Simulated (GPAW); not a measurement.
# Ta2NS2 MXene monolayer: work function by functional and basis

How far do functional and basis move the work function of Ta2NS2 MXene monolayer?

Program: GPAW 26.7.0. Level of theory: GPAW, PAW setups; layer in a repeated cell with vacuum, relaxation of atoms and in-plane cell, in the first sound run; inputs show where later runs differ. Results are calculated unless marked as measured.

**1. Set-up**

The cell holds 5 atoms: 2 S, 2 Ta and 1 N. Cell: a = 3.155 Å, b = 3.155 Å, c = 24.144 Å, α = 90.0°, β = 90.0°, γ = 120.0°. Vacuum lies along c.

**2. Relaxation**

The atoms are relaxed first, since the surface dipole, and with it the work function, follows the positions of the outer layers.

run.py reads:

```python
import json
import numpy as np
from ase import Atoms
from ase.filters import FrechetCellFilter
from ase.optimize import BFGS
from gpaw import GPAW, PW

slab = Atoms(
    ['S', 'Ta', 'N', 'Ta', 'S'],
    positions=[
        [-0.00000, 1.82130, 9.00000],
        [1.57729, 0.91065, 10.82737],
        [0.00000, 0.00000, 12.07208],
        [-0.00000, 1.82130, 13.31679],
        [1.57729, 0.91065, 15.14416]],
    cell=[[3.15458, 0.0, 0.0], [-1.57729, 2.73195, 0.0], [0.0, 0.0, 24.1442]],
    pbc=[True, True, True])

slab.calc = GPAW(mode=PW(600), xc='PBE', kpts={'size': (12, 12, 1), 'gamma': True},
                 occupations={'name': 'fermi-dirac', 'width': 0.05}, nbands='160%',
                 convergence={'density': 1e-05}, maxiter=200,
                 symmetry={'tolerance': 1e-3}, txt='slab.txt')
result = {}
# The in-plane cell is free; stress needs a cell that repeats along all three vectors
path = []
opt = BFGS(FrechetCellFilter(slab, mask=[1, 1, 0, 0, 0, 1]), maxstep=0.2)
opt.attach(lambda: path.append((slab.get_potential_energy(), slab.positions.tolist(), slab.get_forces().tolist())))
result['relaxed'] = bool(opt.run(fmax=0.02, steps=45))
result['path'] = path
result['cell'] = slab.cell.tolist()
print('in-plane lattice', slab.cell.cellpar().round(4)[[0, 1, 5]])
energy = slab.get_potential_energy()
fermi = slab.calc.get_fermi_level()
v = slab.calc.get_electrostatic_potential().mean((0, 1)) - fermi
n = slab.calc.get_pseudo_density().mean((0, 1))
L = slab.cell[2, 2]
z = np.arange(len(v)) * L / len(v)
low, high = slab.positions[:, 2].min(), slab.positions[:, 2].max()
below, above = np.interp([low - 6.8, high + 6.8], z, v)
slopes = [np.interp(x, z, np.gradient(v, z)) for x in (low - 6.8, high + 6.8)]
eps = np.array([[slab.calc.get_eigenvalues(k, s) for k in range(len(slab.calc.get_ibz_k_points()))]
                for s in range(slab.calc.get_number_of_spins())]) - fermi
top, bottom = eps[eps < 0].max(), eps[eps > 0].min()
dipole = slab.get_dipole_moment()[2]
print(f'energy {energy:.4f} eV, Fermi level {fermi:.4f} eV, dipole {dipole:.5f} e A')
print(f'potential 6.8 A off the faces, from the Fermi level: lower {below:.4f} eV, upper {above:.4f} eV')
print(f'slope of the potential there: lower {slopes[0]:.5f}, upper {slopes[1]:.5f} eV/A')
print(f'nearest levels on the mesh: {top:.4f} and {bottom:.4f} eV')
print('magnetic moment', round(slab.get_magnetic_moment(), 3))
result.update(energy=energy, fermi=fermi, dipole=dipole, below=below, above=above, slopes=slopes, edges=[top, bottom],
              z=z.tolist(), v=v.tolist(), n=n.tolist(), positions=slab.positions.tolist(),
              forces=slab.get_forces(apply_constraint=False).tolist(), moments=slab.get_magnetic_moments().tolist())
json.dump(result, open('result.json', 'w'))
```

Run with:

```
> OMP_NUM_THREADS=1 OPENBLAS_NUM_THREADS=1 python run.py
```

What it wrote:

```text
Step          Energy          fmax
BFGS:    0      -40.538191        2.241786
BFGS:    1      -40.717963        1.735930
BFGS:    2      -40.874997        1.379991
BFGS:    3      -40.918386        0.842099
BFGS:    4      -40.994778        0.746671
BFGS:    5      -41.163794        1.154906
BFGS:    6      -41.257278        1.119682
BFGS:    7      -41.346767        0.392829
BFGS:    8      -41.358494        0.282600
BFGS:    9      -41.365186        0.203613
BFGS:   10      -41.376770        0.095755
BFGS:   11      -41.378529        0.022153
BFGS:   12      -41.378688        0.001294
in-plane lattice [  3.2959   3.2959 120.    ]
energy -41.3740 eV, Fermi level 0.1523 eV, dipole -0.00068 e A
potential 6.8 A off the faces, from the Fermi level: lower 5.0650 eV, upper 5.0676 eV
slope of the potential there: lower -0.00051, upper -0.00052 eV/A
nearest levels on the mesh: -0.0317 and 0.1488 eV
magnetic moment 0.0
```

It took 22 min on 1 thread of Arm Neoverse V1, shared host; peak memory 0.51 GiB.

Numbers from this step:

```yaml
dipole_along_the_normal: -6.78e-4 e·Å
levels_nearest_the_fermi_level_on_the_mesh: -0.03169, 0.1488 eV from the Fermi level
```

The electrostatic potential energy of an electron (without an applied field's), less the Fermi level, planar mean oscillates, so the rows of the table below give means over windows of 1.72 Å about each position, cut where the curve ends. Its maxima inside the range that stand out by 2 % of the span (Å: eV): 10.0: -6.30, 11.7: -10.5, 12.4: -10.5, 14.1: -6.29. Its minima: 9.3: -17.6, 11.0: -22.4, 12.1: -14.5, 13.2: -22.4, 14.8: -17.6.

Electrostatic potential energy of an electron (without an applied field's), less the Fermi level, planar mean against z; means over each step:

| z (Å) | electrostatic potential energy of an electron (without an applied field's), less the Fermi level, planar mean (eV) |
| --- | --- |
| 0.86 | 5.07 |
| 2.58 | 5.06 |
| 4.30 | 5.06 |
| 6.02 | 5.06 |
| 7.74 | 4.21 |
| 9.46 | -9.50 |
| 11.18 | -15.8 |
| 12.90 | -15.9 |
| 14.62 | -9.89 |
| 16.34 | 4.02 |
| 18.06 | 5.06 |
| 19.78 | 5.07 |
| 21.50 | 5.07 |
| 23.22 | 5.07 |

Table of pseudo valence density, planar mean by z:

| z (Å) | pseudo valence density, planar mean (e/Å³) |
| --- | --- |
| 6 | 6.8e-5 |
| 7 | 0.00161 |
| 8 | 0.0405 |
| 9 | 0.385 |
| 10 | 0.454 |
| 11 | 1.21 |
| 12 | 0.723 |
| 13 | 1.07 |
| 14 | 0.460 |
| 15 | 0.386 |
| 16 | 0.0633 |
| 17 | 0.00256 |
| 18 | 1.1e-4 |

The relaxation lowered the energy of the cell by 0.846 eV (energies extrapolated to zero smearing; the optimiser's log prints free energies). The largest force left on a free atom is 0.0013 eV/Å.

**3. Plane waves, PBE**

With the geometry fixed, the planar mean of the potential gives the vacuum level on each side.

This step: GPAW, PAW setups; slab in vacuum (GPAW 26.7.0).

The cell differs from the one that the last finished run ended in (c 24.144 → 23.480 Å).

run.py, as its differences from that of step 2:

```diff
@@ -3,4 +3,2 @@
 from ase import Atoms
-from ase.filters import FrechetCellFilter
-from ase.optimize import BFGS
 from gpaw import GPAW, PW
@@ -10,23 +8,16 @@
     positions=[
-        [-0.00000, 1.82130, 9.00000],
-        [1.57729, 0.91065, 10.82737],
-        [0.00000, 0.00000, 12.07208],
-        [-0.00000, 1.82130, 13.31679],
-        [1.57729, 0.91065, 15.14416]],
-    cell=[[3.15458, 0.0, 0.0], [-1.57729, 2.73195, 0.0], [0.0, 0.0, 24.1442]],
-    pbc=[True, True, True])
+        [-0.00000, 1.90289, 9.00000],
+        [1.64795, 0.95144, 10.59492],
+        [-0.00000, -0.00000, 11.74018],
+        [-0.00000, 1.90289, 12.88544],
+        [1.64795, 0.95144, 14.48036]],
+    cell=[[3.29589, -0.0, 0.0], [-1.64795, 2.85433, 0.0], [0.0, 0.0, 23.4804]],
+    pbc=[True, True, False])
 
-slab.calc = GPAW(mode=PW(600), xc='PBE', kpts={'size': (12, 12, 1), 'gamma': True},
+slab.calc = GPAW(mode=PW(500), xc='PBE', kpts={'size': (12, 12, 1), 'gamma': True},
                  occupations={'name': 'fermi-dirac', 'width': 0.05}, nbands='160%',
                  convergence={'density': 1e-05}, maxiter=200,
+                 poissonsolver={'dipolelayer': 'xy'},
                  symmetry={'tolerance': 1e-3}, txt='slab.txt')
 result = {}
-# The in-plane cell is free; stress needs a cell that repeats along all three vectors
-path = []
-opt = BFGS(FrechetCellFilter(slab, mask=[1, 1, 0, 0, 0, 1]), maxstep=0.2)
-opt.attach(lambda: path.append((slab.get_potential_energy(), slab.positions.tolist(), slab.get_forces().tolist())))
-result['relaxed'] = bool(opt.run(fmax=0.02, steps=45))
-result['path'] = path
-result['cell'] = slab.cell.tolist()
-print('in-plane lattice', slab.cell.cellpar().round(4)[[0, 1, 5]])
 energy = slab.get_potential_energy()
```

What it wrote:

```text
energy -40.9358 eV, Fermi level 0.3008 eV, dipole -0.00069 e A
potential 6.8 A off the faces, from the Fermi level: lower 5.0612 eV, upper 5.0736 eV
slope of the potential there: lower -0.00019, upper 0.00019 eV/A
nearest levels on the mesh: -0.0318 and 0.1484 eV
magnetic moment 0.0
```

It took 1.9 min on 1 thread; peak memory 0.28 GiB.

Numbers from this step:

```
dipole along the normal                    : -6.91e-4 e·Å
levels nearest the Fermi level on the mesh : -0.03182, 0.1484 eV from the Fermi level
upper work function                        : 5.074 eV
lower work function                        : 5.061 eV
```

The electrostatic potential energy of an electron (without an applied field's), less the Fermi level, planar mean oscillates, so the rows of the table below give means over windows of 1.69 Å about each position, cut where the curve ends. Its maxima inside the range that stand out by 2 % of the span (Å: eV): 9.7: -6.30, 11.4: -10.4, 12.1: -10.4, 13.8: -6.29. Its minima: 9.0: -17.7, 10.6: -22.4, 11.7: -14.5, 12.9: -22.4, 14.5: -17.7.

The electrostatic potential energy of an electron (without an applied field's), less the Fermi level, planar mean by z; means over each step:

z (Å), electrostatic potential energy of an electron (without an applied field's), less the Fermi level, planar mean (eV) and a bar from the least value:
```
     0.84        5.1 ##############################
     2.54        5.1 ##############################
     4.23        5.1 ##############################
     5.92        5.1 ##############################
     7.61        3.5 ############################
     9.30      -10.6 ########
    10.99      -16.1 
    12.68      -15.8 
    14.37       -9.5 #########
    16.05        4.2 #############################
    17.75        5.1 ##############################
    19.44        5.1 ##############################
    21.12        5.1 ##############################
    22.82        5.1 ##############################
```

The pseudo valence density, planar mean by z:

| z (Å) | pseudo valence density, planar mean (e/Å³) |
| --- | --- |
| 5.5 | 4.1e-5 |
| 6.0 | 1.9e-4 |
| 6.5 | 9.5e-4 |
| 7.0 | 0.00468 |
| 7.5 | 0.0230 |
| 8.0 | 0.112 |
| 8.5 | 0.333 |
| 9.0 | 0.381 |
| 9.5 | 0.471 |
| 10.0 | 0.542 |
| 10.5 | 1.19 |
| 11.0 | 0.829 |
| 11.5 | 0.699 |
| 12.0 | 0.696 |
| 12.5 | 0.854 |
| 13.0 | 1.17 |
| 13.5 | 0.524 |
| 14.0 | 0.473 |
| 14.5 | 0.381 |
| 15.0 | 0.326 |
| 15.5 | 0.106 |
| 16.0 | 0.0219 |
| 16.5 | 0.00434 |
| 17.0 | 8.9e-4 |
| 17.5 | 1.8e-4 |
| 18.0 | 3.8e-5 |

The potential is flat to 1.9e-4 eV/Å where it is read, so the vacuum is wide enough.

**4. Self-consistent run: xc = "vdW-DF2"**

The same geometry under vdW-DF2, to see how far the functional moves the levels against the vacuum (the van der Waals functionals take revPBE setups).

run.py, as its differences from that of step 3:

```diff
@@ -16,3 +16,3 @@
 
-slab.calc = GPAW(mode=PW(500), xc='PBE', kpts={'size': (12, 12, 1), 'gamma': True},
+slab.calc = GPAW(mode=PW(500), xc='vdW-DF2', kpts={'size': (12, 12, 1), 'gamma': True},
                  occupations={'name': 'fermi-dirac', 'width': 0.05}, nbands='160%',
```

What it wrote:

```text
energy -397.5278 eV, Fermi level 0.0717 eV, dipole -0.00069 e A
potential 6.8 A off the faces, from the Fermi level: lower 5.4467 eV, upper 5.4591 eV
slope of the potential there: lower -0.00020, upper 0.00020 eV/A
nearest levels on the mesh: -0.0339 and 0.1488 eV
magnetic moment 0.0
```

Elapsed: 2.2 min, on 1 thread; peak memory 0.49 GiB.

This step gave:

| Quantity | Value |
| --- | --- |
| dipole along the normal | -6.92e-4 e·Å |
| levels nearest the Fermi level on the mesh | -0.03389, 0.1488 eV from the Fermi level |
| upper work function | 5.459 eV |
| lower work function | 5.447 eV |

The electrostatic potential energy of an electron (without an applied field's), less the Fermi level, planar mean oscillates, so the rows of the table below give means over windows of 1.69 Å about each position, cut where the curve ends. Its maxima inside the range that stand out by 2 % of the span (Å: eV): 9.7: -6.42, 11.4: -10.6, 12.1: -10.6, 13.8: -6.41. Its minima: 9.0: -17.7, 10.6: -22.7, 11.7: -14.6, 12.9: -22.7, 14.5: -17.7.

Table of electrostatic potential energy of an electron (without an applied field's), less the Fermi level, planar mean by z; means over each step:

| z (Å) | electrostatic potential energy of an electron (without an applied field's), less the Fermi level, planar mean (eV) |
| --- | --- |
| 0.84 | 5.45 |
| 2.54 | 5.45 |
| 4.23 | 5.45 |
| 5.92 | 5.44 |
| 7.61 | 3.83 |
| 9.30 | -10.6 |
| 10.99 | -16.3 |
| 12.68 | -16.0 |
| 14.37 | -9.48 |
| 16.05 | 4.52 |
| 17.75 | 5.45 |
| 19.44 | 5.46 |
| 21.12 | 5.46 |
| 22.82 | 5.46 |

The pseudo valence density, planar mean oscillates, so the rows of the table below give means over windows of 1 Å about each position, cut where the curve ends. Its maxima inside the range that stand out by 2 % of the span (Å: e/Å³): 9.4: 0.485, 10.5: 1.22, 11.6: 0.726, 13.0: 1.22, 14.1: 0.485. Its minima: 9.8: 0.451, 11.3: 0.653, 12.2: 0.653, 13.7: 0.451.

Table of pseudo valence density, planar mean by z; means over each step:

z (Å), pseudo valence density, planar mean (e/Å³) and a bar:
```
        5       0.00 
        6       0.00 
        7       0.01 
        8       0.14 ####
        9       0.41 #############
       10       0.66 #####################
       11       0.89 ############################
       12       0.72 ######################
       13       0.96 ##############################
       14       0.46 ##############
       15       0.29 #########
       16       0.03 #
       17       0.00 
       18       0.00
```

Force by atom:

| atom | x (eV/Å) | y (eV/Å) | z (eV/Å) | size |
| --- | --- | --- | --- | --- |
| S1 | 0.000 | 0.000 | -0.670 | 0.670 |
| Ta2 | 0.000 | 0.000 | -0.420 | 0.420 |
| N3 | 0.000 | 0.000 | 0.000 | 0.000 |
| Ta4 | 0.000 | 0.000 | 0.420 | 0.420 |
| S5 | 0.000 | 0.000 | 0.670 | 0.670 |

The upper face's work function is 5.459 eV, against 5.074 eV in the first plane-wave PBE run at this geometry.

**5. Self-consistent run: xc = "revPBE"**

The same geometry under revPBE, to see how far the functional moves the levels against the vacuum.

run.py, as its differences from that of step 4:

```diff
@@ -16,3 +16,3 @@
 
-slab.calc = GPAW(mode=PW(500), xc='vdW-DF2', kpts={'size': (12, 12, 1), 'gamma': True},
+slab.calc = GPAW(mode=PW(500), xc='revPBE', kpts={'size': (12, 12, 1), 'gamma': True},
                  occupations={'name': 'fermi-dirac', 'width': 0.05}, nbands='160%',
```

What it wrote:

```text
energy -39.1265 eV, Fermi level 0.3932 eV, dipole -0.00069 e A
potential 6.8 A off the faces, from the Fermi level: lower 4.9604 eV, upper 4.9728 eV
slope of the potential there: lower -0.00019, upper 0.00019 eV/A
nearest levels on the mesh: -0.0314 and 0.1489 eV
magnetic moment 0.0
```

It took 1.9 min on 1 thread; peak memory 0.28 GiB.

Numbers from this step:

```
dipole along the normal                    : -6.91e-4 e·Å
levels nearest the Fermi level on the mesh : -0.03139, 0.1489 eV from the Fermi level
upper work function                        : 4.973 eV
lower work function                        : 4.960 eV
```

The upper face's work function is 4.973 eV, against 5.074 eV in the first plane-wave PBE run at this geometry.

**6. Self-consistent run: xc = "RPBE"**

The same geometry under RPBE, to see how far the functional moves the levels against the vacuum.

run.py, as its differences from that of step 5:

```diff
@@ -16,3 +16,3 @@
 
-slab.calc = GPAW(mode=PW(500), xc='revPBE', kpts={'size': (12, 12, 1), 'gamma': True},
+slab.calc = GPAW(mode=PW(500), xc='RPBE', kpts={'size': (12, 12, 1), 'gamma': True},
                  occupations={'name': 'fermi-dirac', 'width': 0.05}, nbands='160%',
```

What it wrote:

```text
energy -38.7876 eV, Fermi level 0.4021 eV, dipole -0.00069 e A
potential 6.8 A off the faces, from the Fermi level: lower 4.9614 eV, upper 4.9738 eV
slope of the potential there: lower -0.00019, upper 0.00019 eV/A
nearest levels on the mesh: -0.0313 and 0.1494 eV
magnetic moment 0.0
```

The job ended after 1.9 min (1 thread; peak memory 0.28 GiB).

This step gave:

- levels nearest the Fermi level on the mesh: -0.03129, 0.1494 eV from the Fermi level
- upper work function: 4.974 eV
- lower work function: 4.961 eV

The upper face's work function is 4.974 eV, against 5.074 eV in the first plane-wave PBE run at this geometry.

**7. OptPBE vdW: xc = "optPBE-vdW"**

The same geometry under optPBE-vdW, to see how far the functional moves the levels against the vacuum (the van der Waals functionals take revPBE setups).

run.py, as its differences from that of step 6:

```diff
@@ -16,3 +16,3 @@
 
-slab.calc = GPAW(mode=PW(500), xc='RPBE', kpts={'size': (12, 12, 1), 'gamma': True},
+slab.calc = GPAW(mode=PW(500), xc='optPBE-vdW', kpts={'size': (12, 12, 1), 'gamma': True},
                  occupations={'name': 'fermi-dirac', 'width': 0.05}, nbands='160%',
```

What it wrote:

```text
energy -87.6012 eV, Fermi level 0.1262 eV, dipole -0.00069 e A
potential 6.8 A off the faces, from the Fermi level: lower 5.3054 eV, upper 5.3178 eV
slope of the potential there: lower -0.00020, upper 0.00020 eV/A
nearest levels on the mesh: -0.0329 and 0.1510 eV
magnetic moment 0.0
```

Wall time 2.2 min (1 thread); peak memory 0.49 GiB.

This step gave:

* levels nearest the Fermi level on the mesh: -0.03292, 0.1510 eV from the Fermi level
* upper work function: 5.318 eV
* lower work function: 5.305 eV

Electrostatic potential energy of an electron (without an applied field's), less the Fermi level, planar mean against z:

z (Å), electrostatic potential energy of an electron (without an applied field's), less the Fermi level, planar mean (eV) and a bar from the least value:
```
      0.0        5.3 ##############################
      0.5        5.3 ##############################
      1.0        5.3 ##############################
      1.5        5.3 ##############################
      2.0        5.3 ##############################
      2.5        5.3 ##############################
      3.0        5.3 ##############################
      3.5        5.3 ##############################
      4.0        5.3 ##############################
      4.5        5.3 ##############################
      5.0        5.3 ##############################
      5.5        5.3 ##############################
      6.0        5.3 ##############################
      6.5        5.3 ##############################
      7.0        5.2 ##############################
      7.5        4.9 #############################
      8.0        3.2 ############################
      8.5       -4.0 ####################
      9.0      -17.5 #####
      9.5       -7.6 ################
     10.0      -10.2 #############
     10.5      -21.8 
     11.0      -15.7 #######
     11.5      -11.6 ###########
     12.0      -11.3 ############
     12.5      -16.2 ######
     13.0      -21.5 
     13.5       -9.7 #############
     14.0       -7.9 ###############
     14.5      -17.4 #####
     15.0       -3.5 ####################
     15.5        3.4 ############################
     16.0        4.9 ##############################
     16.5        5.2 ##############################
     17.0        5.3 ##############################
     17.5        5.3 ##############################
     18.0        5.3 ##############################
     18.5        5.3 ##############################
     19.0        5.3 ##############################
     19.5        5.3 ##############################
     20.0        5.3 ##############################
     20.5        5.3 ##############################
     21.0        5.3 ##############################
     21.5        5.3 ##############################
     22.0        5.3 ##############################
     22.5        5.3 ##############################
     23.0        5.3 ##############################
```

The upper face's work function is 5.318 eV, against 5.074 eV in the first plane-wave PBE run at this geometry.

(Part 1 of 2 ends here.)

[Logs are printed without paths, hosts, clocks, repeated set-up lines and the standing remarks that a program may print on its own settings, such as how far it seeks lower states.]

[Hosts, paths, dates, database ids (printed as entryN), source tags and the programs' standing remarks are cut or masked in the printed files.]
